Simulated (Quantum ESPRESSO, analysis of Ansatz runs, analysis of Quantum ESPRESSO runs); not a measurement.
# Local vibrational mode of the U centre (hydride ion on a halide site) in LiF (PBE) (Quantum ESPRESSO)

Aim: the local vibrational mode of the U centre (hydride ion on a halide site) in LiF, to be set beside the measurement. Set-up: PBE, GBRV 1.5 PBE, 64-site cell, PBE lattice, k: the zone centre alone. The model is a cell of 64 host atoms with 1 F taken out and 1 H put in. The frequencies come from force constants among the defect atom and its neighbours, with the masses of the isotopes named. A local or semilocal functional is the cheapest first rung.

**The experiment.** Threefold local mode of H-: 1024 cm⁻¹, by infrared absorption (4.2-77 K) (quoted in “Electronic Absorption and Internal and External Vibrational Data of Atomic and Molecular Ions Doped in Alkali Halide Crystals (NSRDS-NBS 52)”, 1974, S. C. Jain, A. V. R. Warrier, S. K. Agarwal, quoting earlier work (1969)). Threefold local mode of D-: 746 cm⁻¹, by infrared absorption (4.2-77 K) (quoted in “Electronic Absorption and Internal and External Vibrational Data of Atomic and Molecular Ions Doped in Alkali Halide Crystals (NSRDS-NBS 52)”, 1974, S. C. Jain, A. V. R. Warrier, S. K. Agarwal, quoting earlier work (1969)). The calculation is set beside it at the end.

Method: Quantum ESPRESSO plane-wave DFT, PBE, GBRV 1.5 PBE potentials; relaxation of all atoms of a defect supercell, in Quantum ESPRESSO 7.5.

## (1) Set-up

The cell holds 64 atoms: 32 Li, 31 F and 1 H. Its edges and angles: a = 8.131 Å, b = 8.131 Å, c = 8.131 Å, α = 90.0°, β = 90.0°, γ = 90.0°. It derives from LiF (space group Fm-3m). Nearest the centre at fractional (0.250, 0.500, 0.500): H31 at 0.00 Å, Li12 at 2.03 Å, Li19 at 2.03 Å, Li25 at 2.03 Å, Li28 at 2.03 Å, Li27 at 2.03 Å, Li57 at 2.03 Å, F21 at 2.87 Å.

The host's primitive cell comes from a first run (Quantum ESPRESSO plane-wave DFT, PBE, GBRV 1.5 PBE potentials; relaxation of cell and atoms of a defect-free cell): vectors of 2.875, 2.875 and 2.875 Å. That is 8.40 Å³ an atom, 2.8 % over the diffraction cell's volume. The supercell is built on it.

## (2) Relaxation, charge 0

Every later number rests on the structure around the defect, so the atoms are relaxed at the host's lattice first.

File pw.in:

```
&CONTROL
  calculation = 'relax'
  prefix = 'pwscf'
  outdir = './tmp'
  pseudo_dir = './pseudo'
  tprnfor = .true.
  disk_io = 'low'
  nstep = 70
  forc_conv_thr = 0.00039
  etot_conv_thr = 0.0001
/
&SYSTEM
  ibrav = 0
  nat = 64
  ntyp = 3
  ecutwfc = 45
  ecutrho = 360
  nbnd = 161
  occupations = 'smearing'
  smearing = 'fd'
  degauss = 0.00073499
/
&ELECTRONS
  conv_thr = 6d-08
  electron_maxstep = 100
  mixing_beta = 0.5
/
&IONS
  ion_dynamics = 'bfgs'
/
ATOMIC_SPECIES
Li     6.9400 li_pbe_v1.4.uspp.F.UPF
F     18.9984 f_pbe_v1.4.uspp.F.UPF
H      1.0080 h_pbe_v1.4.uspp.F.UPF
CELL_PARAMETERS angstrom
   8.1305109237    0.0000000000    0.0000000000
   0.0000000000    8.1305109237    0.0000000000
   0.0000000000    0.0000000000    8.1305109237
ATOMIC_POSITIONS crystal
Li     0.0000000000    0.0000000000    0.0000000000
Li     0.0000000000    0.2500000000    0.2500000000
Li     0.2500000000    0.0000000000    0.2500000000
Li     0.2500000000    0.2500000000    0.0000000000
F      0.0000000000    0.0000000000    0.2500000000
F      0.0000000000    0.2500000000    0.0000000000
F      0.2500000000    0.0000000000    0.0000000000
F      0.2500000000    0.2500000000    0.2500000000
Li     0.0000000000    0.0000000000    0.5000000000
Li     0.0000000000    0.2500000000    0.7500000000
Li     0.2500000000    0.0000000000    0.7500000000
Li     0.2500000000    0.2500000000    0.5000000000
F      0.0000000000    0.0000000000    0.7500000000
F      0.0000000000    0.2500000000    0.5000000000
F      0.2500000000    0.0000000000    0.5000000000
F      0.2500000000    0.2500000000    0.7500000000
Li     0.0000000000    0.5000000000    0.0000000000
Li     0.0000000000    0.7500000000    0.2500000000
Li     0.2500000000    0.5000000000    0.2500000000
Li     0.2500000000    0.7500000000    0.0000000000
F      0.0000000000    0.5000000000    0.2500000000
F      0.0000000000    0.7500000000    0.0000000000
F      0.2500000000    0.5000000000    0.0000000000
F      0.2500000000    0.7500000000    0.2500000000
Li     0.0000000000    0.5000000000    0.5000000000
Li     0.0000000000    0.7500000000    0.7500000000
Li     0.2500000000    0.5000000000    0.7500000000
Li     0.2500000000    0.7500000000    0.5000000000
F      0.0000000000    0.5000000000    0.7500000000
F      0.0000000000    0.7500000000    0.5000000000
H      0.2500000000    0.5000000000    0.5000000000
F      0.2500000000    0.7500000000    0.7500000000
Li     0.5000000000    0.0000000000    0.0000000000
Li     0.5000000000    0.2500000000    0.2500000000
Li     0.7500000000    0.0000000000    0.2500000000
Li     0.7500000000    0.2500000000    0.0000000000
F      0.5000000000    0.0000000000    0.2500000000
F      0.5000000000    0.2500000000    0.0000000000
F      0.7500000000    0.0000000000    0.0000000000
F      0.7500000000    0.2500000000    0.2500000000
Li     0.5000000000    0.0000000000    0.5000000000
Li     0.5000000000    0.2500000000    0.7500000000
Li     0.7500000000    0.0000000000    0.7500000000
Li     0.7500000000    0.2500000000    0.5000000000
F      0.5000000000    0.0000000000    0.7500000000
F      0.5000000000    0.2500000000    0.5000000000
F      0.7500000000    0.0000000000    0.5000000000
F      0.7500000000    0.2500000000    0.7500000000
Li     0.5000000000    0.5000000000    0.0000000000
Li     0.5000000000    0.7500000000    0.2500000000
Li     0.7500000000    0.5000000000    0.2500000000
Li     0.7500000000    0.7500000000    0.0000000000
F      0.5000000000    0.5000000000    0.2500000000
F      0.5000000000    0.7500000000    0.0000000000
F      0.7500000000    0.5000000000    0.0000000000
F      0.7500000000    0.7500000000    0.2500000000
Li     0.5000000000    0.5000000000    0.5000000000
Li     0.5000000000    0.7500000000    0.7500000000
Li     0.7500000000    0.5000000000    0.7500000000
Li     0.7500000000    0.7500000000    0.5000000000
F      0.5000000000    0.5000000000    0.7500000000
F      0.5000000000    0.7500000000    0.5000000000
F      0.7500000000    0.5000000000    0.5000000000
F      0.7500000000    0.7500000000    0.7500000000
K_POINTS gamma
```

On the command line:

```
> OMP_NUM_THREADS=1 mpirun -n 8 pw.x -in pw.in > pw.out
```

The program printed:

```text
This program is part of the open-source Quantum ESPRESSO suite
     for quantum simulation of materials; please cite
         "P. Giannozzi et al., J. Phys.:Condens. Matter 21 395502 (2009);
         "P. Giannozzi et al., J. Phys.:Condens. Matter 29 465901 (2017);
         "P. Giannozzi et al., J. Chem. Phys. 152 154105 (2020);
          URL
     in publications or presentations arising from this work. More details at

     gamma-point specific algorithms are used
     Message from routine setup:
     using ibrav=0 with symmetry is DISCOURAGED, use correct ibrav instead

     Subspace diagonalization in iterative solution of the eigenvalue problem:
     one sub-group per band group will be used
     scalapack distributed-memory algorithm (size of sub-group:  2*  2 procs)

     --------------------
     sticks:   dense  smooth     PW     G-vecs:    dense   smooth      PW
     Min         846     422    105                52290    18510    2326
     Max         847     424    110                52298    18512    2329
     Sum        6769    3389    853               418349   148093   18613

     Using Slab Decomposition

     bravais-lattice index     =            0
     lattice parameter (alat)  =      15.3644  a.u.
     unit-cell volume          =    3627.0214 (a.u.)^3
     number of atoms/cell      =           64
     number of atomic types    =            3
     number of electrons       =       314.00
     number of Kohn-Sham states=          161
     kinetic-energy cutoff     =      45.0000  Ry
     charge density cutoff     =     360.0000  Ry
     scf convergence threshold =      6.0E-08
     mixing beta               =       0.5000
     number of iterations used =            8  plain     mixing
     energy convergence thresh.=      1.0E-04
     force convergence thresh. =      3.9E-04
     Exchange-correlation=  SLA  PW   PBX  PBC
                           (   1   4   3   4   0   0   0)
     nstep                     =           70

     celldm(1)=  15.364439  celldm(2)=   0.000000  celldm(3)=   0.000000
     celldm(4)=   0.000000  celldm(5)=   0.000000  celldm(6)=   0.000000

     crystal axes: (cart. coord. in units of alat)
               a(1) = (   1.000000   0.000000   0.000000 )
               a(2) = (   0.000000   1.000000   0.000000 )
               a(3) = (   0.000000   0.000000   1.000000 )

     reciprocal axes: (cart. coord. in units 2 pi/alat)
               b(1) = (  1.000000  0.000000  0.000000 )
               b(2) = (  0.000000  1.000000  0.000000 )
               b(3) = (  0.000000  0.000000  1.000000 )

     PseudoPot. # 1 for Li read from file:
     li_pbe_v1.4.uspp.F.UPF
     Pseudo is Ultrasoft, Zval =  3.0
     Generated by new atomic code, or converted to UPF format
     Using radial grid of  751 points,  5 beta functions with:
                l(1) =   0
                l(2) =   0
                l(3) =   0
                l(4) =   1
                l(5) =   1
     Q(r) pseudized with 10 coefficients,  rinner =    1.150   1.150   1.150

     PseudoPot. # 2 for F  read from file:
     f_pbe_v1.4.uspp.F.UPF
     Pseudo is Ultrasoft, Zval =  7.0
     Generated by new atomic code, or converted to UPF format
     Using radial grid of  799 points,  4 beta functions with:
                l(1) =   0
                l(2) =   0
                l(3) =   1
                l(4) =   1
     Q(r) pseudized with  8 coefficients,  rinner =    0.950   0.950   0.950

     PseudoPot. # 3 for H  read from file:
     h_pbe_v1.4.uspp.F.UPF
     Pseudo is Ultrasoft, Zval =  1.0
     Generated by new atomic code, or converted to UPF format
     Using radial grid of  615 points,  2 beta functions with:
                l(1) =   0
                l(2) =   0
     Q(r) pseudized with  8 coefficients,  rinner =    0.700

     atomic species   valence    mass     pseudopotential
     Li                3.00     6.94000     Li( 1.00)
     F                 7.00    18.99840     F ( 1.00)
     H                 1.00     1.00800     H ( 1.00)

     48 Sym. Ops., with inversion, found (40 have fractional translation)

   Cartesian axes

     site n.     atom                  positions (alat units)
         1        Li     tau(   1) = (   0.0000000   0.0000000   0.0000000  )
         2        Li     tau(   2) = (   0.0000000   0.2500000   0.2500000  )
         3        Li     tau(   3) = (   0.2500000   0.0000000   0.2500000  )
         4        Li     tau(   4) = (   0.2500000   0.2500000   0.0000000  )
         5        F      tau(   5) = (   0.0000000   0.0000000   0.2500000  )
         6        F      tau(   6) = (   0.0000000   0.2500000   0.0000000  )
         7        F      tau(   7) = (   0.2500000   0.0000000   0.0000000  )
         8        F      tau(   8) = (   0.2500000   0.2500000   0.2500000  )
         9        Li     tau(   9) = (   0.0000000   0.0000000   0.5000000  )
        10        Li     tau(  10) = (   0.0000000   0.2500000   0.7500000  )
        11        Li     tau(  11) = (   0.2500000   0.0000000   0.7500000  )
        12        Li     tau(  12) = (   0.2500000   0.2500000   0.5000000  )
        13        F      tau(  13) = (   0.0000000   0.0000000   0.7500000  )
        14        F      tau(  14) = (   0.0000000   0.2500000   0.5000000  )
        15        F      tau(  15) = (   0.2500000   0.0000000   0.5000000  )
        16        F      tau(  16) = (   0.2500000   0.2500000   0.7500000  )
        17        Li     tau(  17) = (   0.0000000   0.5000000   0.0000000  )
        18        Li     tau(  18) = (   0.0000000   0.7500000   0.2500000  )
        19        Li     tau(  19) = (   0.2500000   0.5000000   0.2500000  )
        20        Li     tau(  20) = (   0.2500000   0.7500000   0.0000000  )
        21        F      tau(  21) = (   0.0000000   0.5000000   0.2500000  )
        22        F      tau(  22) = (   0.0000000   0.7500000   0.0000000  )
        23        F      tau(  23) = (   0.2500000   0.5000000   0.0000000  )
        24        F      tau(  24) = (   0.2500000   0.7500000   0.2500000  )
        25        Li     tau(  25) = (   0.0000000   0.5000000   0.5000000  )
        26        Li     tau(  26) = (   0.0000000   0.7500000   0.7500000  )
        27        Li     tau(  27) = (   0.2500000   0.5000000   0.7500000  )
        28        Li     tau(  28) = (   0.2500000   0.7500000   0.5000000  )
        29        F      tau(  29) = (   0.0000000   0.5000000   0.7500000  )
        30        F      tau(  30) = (   0.0000000   0.7500000   0.5000000  )
        31        H      tau(  31) = (   0.2500000   0.5000000   0.5000000  )
[...]
one-electron contribution =    -891.61864728 Ry
     hartree contribution      =     566.17828041 Ry
     xc contribution           =    -404.81756252 Ry
     ewald contribution        =   -1249.73874237 Ry

     convergence has been achieved in   4 iterations

     Forces acting on atoms (cartesian axes, Ry/au):

[...]
Total force =     0.002830     Total SCF correction =     0.000022
     Energy error            =      1.4E-05 Ry
     Gradient error          =      1.0E-03 Ry/Bohr

     number of scf cycles    =   3
     number of bfgs steps    =   2

     energy             old  =   -1979.9966578542 Ry
     energy             new  =   -1979.9966717680 Ry

     CASE: energy            _new < energy            _old

     new trust radius        =       0.0023650988 bohr
     new conv_thr            =       0.0000000006 Ry

ATOMIC_POSITIONS (crystal)
[...]
NEW-OLD atomic charge density approx. for the potential

     Self-consistent Calculation

     iteration #  1     ecut=    45.00 Ry     beta= 0.50
[...]
Threshold (ethr) on eigenvalues was too large:
     Diagonalizing with lowered threshold

[...]
total energy              =   -1979.99668741 Ry
     estimated scf accuracy    <       0.00000076 Ry

     iteration #  2     ecut=    45.00 Ry     beta= 0.50
[...]
total energy              =   -1979.99668751 Ry
     estimated scf accuracy    <       0.00000005 Ry

     iteration #  3     ecut=    45.00 Ry     beta= 0.50
     Davidson diagonalization with overlap
     ethr =  1.49E-11,  avg # of iterations =  4.0

     total energy              =   -1979.99668752 Ry
     estimated scf accuracy    <          3.5E-09 Ry

     iteration #  4     ecut=    45.00 Ry     beta= 0.50
     Davidson diagonalization with overlap
     ethr =  1.10E-12,  avg # of iterations =  3.0

     End of self-consistent calculation

          k = 0.0000 0.0000 0.0000 (  9307 PWs)   bands (ev):

[...]
10.8470

     the Fermi energy is     4.5156 ev

!    total energy              =   -1979.99668752 Ry
     estimated scf accuracy    <          5.7E-10 Ry
     smearing contrib. (-TS)   =       0.00000000 Ry
     internal energy E=F+TS    =   -1979.99668752 Ry

     The total energy is F=E-TS. E is the sum of the following terms:
     one-electron contribution =    -891.62511242 Ry
     hartree contribution      =     566.17821036 Ry
     xc contribution           =    -404.81773009 Ry
     ewald contribution        =   -1249.73205537 Ry

     convergence has been achieved in   4 iterations

     Forces acting on atoms (cartesian axes, Ry/au):

[...]
Total force =     0.001951     Total SCF correction =     0.000050
     Energy error            =      1.6E-05 Ry
     Gradient error          =      6.6E-04 Ry/Bohr

     number of scf cycles    =   4
     number of bfgs steps    =   3

     energy             old  =   -1979.9966717680 Ry
     energy             new  =   -1979.9966875221 Ry

     CASE: energy            _new < energy            _old

     new trust radius        =       0.0035476482 bohr
     new conv_thr            =       0.0000000006 Ry

ATOMIC_POSITIONS (crystal)
[...]
NEW-OLD atomic charge density approx. for the potential

     Self-consistent Calculation

     iteration #  1     ecut=    45.00 Ry     beta= 0.50
     Davidson diagonalization with overlap
     ethr =  1.00E-06,  avg # of iterations =  3.0

     Threshold (ethr) on eigenvalues was too large:
     Diagonalizing with lowered threshold

     Davidson diagonalization with overlap
     ethr =  2.80E-10,  avg # of iterations =  6.0

     total energy              =   -1979.99669999 Ry
     estimated scf accuracy    <       0.00000168 Ry

     iteration #  2     ecut=    45.00 Ry     beta= 0.50
     Davidson diagonalization with overlap
     ethr =  5.36E-10,  avg # of iterations =  2.0

     total energy              =   -1979.99670023 Ry
     estimated scf accuracy    <       0.00000011 Ry

     iteration #  3     ecut=    45.00 Ry     beta= 0.50
     Davidson diagonalization with overlap
     ethr =  3.37E-11,  avg # of iterations =  4.0

     total energy              =   -1979.99670026 Ry
     estimated scf accuracy    <          8.0E-09 Ry

     iteration #  4     ecut=    45.00 Ry     beta= 0.50
     Davidson diagonalization with overlap
     ethr =  2.54E-12,  avg # of iterations =  3.0

     total energy              =   -1979.99670026 Ry
     estimated scf accuracy    <          1.4E-09 Ry

     iteration #  5     ecut=    45.00 Ry     beta= 0.50
     Davidson diagonalization with overlap
     ethr =  4.46E-13,  avg # of iterations =  2.0

     End of self-consistent calculation

          k = 0.0000 0.0000 0.0000 (  9307 PWs)   bands (ev):

[...]
-0.8466  -0.8202  -0.8202  -0.8202  -0.7361  -0.7361  -0.7361  -0.7354
    -0.7345  -0.7345  -0.7324  -0.7324  -0.7324  -0.5622  -0.5622  -0.5622
    -0.4186  -0.4186  -0.4186  -0.3357  -0.3357  -0.3357  -0.2320  -0.2307
    -0.2307  -0.1315  -0.1315  -0.1315   0.0465   0.0465   0.0465   0.0504
     0.0504   0.0504   0.0515   0.0515   0.0515   0.1613   0.1613   0.1613
     0.3003   0.3003   0.3003   0.3036   0.3045   0.3045   0.3045   0.3052
     0.3052   0.3121   0.3121   0.3121   0.3205   0.3205   0.3205   0.3205
     0.3205   0.5160   0.5160   0.5160   2.6171   9.5138  10.8554  10.8554
    10.8554

     the Fermi energy is     4.5228 ev

!    total energy              =   -1979.99670026 Ry
     estimated scf accuracy    <          2.0E-10 Ry
     smearing contrib. (-TS)   =       0.00000000 Ry
     internal energy E=F+TS    =   -1979.99670026 Ry

     The total energy is F=E-TS. E is the sum of the following terms:
     one-electron contribution =    -891.64010250 Ry
     hartree contribution      =     566.18106350 Ry
     xc contribution           =    -404.81803675 Ry
     ewald contribution        =   -1249.71962451 Ry

     convergence has been achieved in   5 iterations

     Forces acting on atoms (cartesian axes, Ry/au):

[...]
atom   57 type  1   force =     0.00017646    0.00000000    0.00000000
     atom   58 type  1   force =    -0.00017696   -0.00017696   -0.00017696
     atom   59 type  1   force =     0.00000000    0.00000000    0.00006411
     atom   60 type  1   force =     0.00000000    0.00006411    0.00000000
     atom   61 type  2   force =     0.00007251   -0.00000000    0.00007251
     atom   62 type  2   force =     0.00007251    0.00007251    0.00000000
     atom   63 type  2   force =     0.00000000    0.00000000    0.00000000
     atom   64 type  2   force =     0.00000000   -0.00007781   -0.00007781

     Total force =     0.001125     Total SCF correction =     0.000013
     Energy error            =      1.3E-05 Ry
     Gradient error          =      1.8E-04 Ry/Bohr

     bfgs converged in   5 scf cycles and   4 bfgs steps
     (criteria: energy <  1.0E-04 Ry, force <  3.9E-04 Ry/Bohr)

     End of BFGS Geometry Optimization

     Final energy             =   -1979.9967002596 Ry

     File ./tmp/pwscf.bfgs deleted, as requested
Begin final coordinates

ATOMIC_POSITIONS (crystal)
[...]
Li               0.5005807484        0.5000000000        0.5000000000
Li               0.4998971012        0.7498971012        0.7498971012
Li               0.7500000000        0.5000000000        0.7499280722
Li               0.7500000000        0.7499280722        0.5000000000
F                0.4998809143        0.5000000000        0.7498809143
F                0.4998809143        0.7498809143        0.5000000000
F                0.7500000000        0.5000000000        0.5000000000
F                0.7500000000        0.7499645416        0.7499645416
End final coordinates

=------------------------------------------------------------------------------=
   JOB DONE.
=------------------------------------------------------------------------------=
```

Run time: 28 s. Hardware: 8 MPI ranks of Arm Neoverse V1, shared host; peak memory 0.85 GiB.

No atom moved by 0.005 Å in the relaxation.

Neighbours of H31 at the end:

| atom | distance (Å) |
| --- | --- |
| Li12 | 2.037 |
| Li19 | 2.037 |
| Li25 | 2.037 |
| Li28 | 2.037 |
| Li27 | 2.037 |
| Li57 | 2.037 |
| F14 | 2.873 |
| F30 | 2.873 |
| F24 | 2.873 |
| F21 | 2.873 |
| F16 | 2.873 |
| F29 | 2.873 |
| F32 | 2.873 |
| F46 | 2.873 |
| F8 | 2.873 |
| F61 | 2.873 |

(Continued in part 2 of 2.)

[Logs are printed without paths, hosts, clocks, repeated set-up lines and the standing remarks that a program may print on its own settings, such as how far it seeks lower states.]

[Hosts, paths, dates, database ids (printed as entryN), source tags and the programs' standing remarks are cut or masked in the printed files.]

[For some hosts the program warned that the k-mesh of the response run may be too coarse for force constants and the static dielectric constant; such warnings are not shown here.]
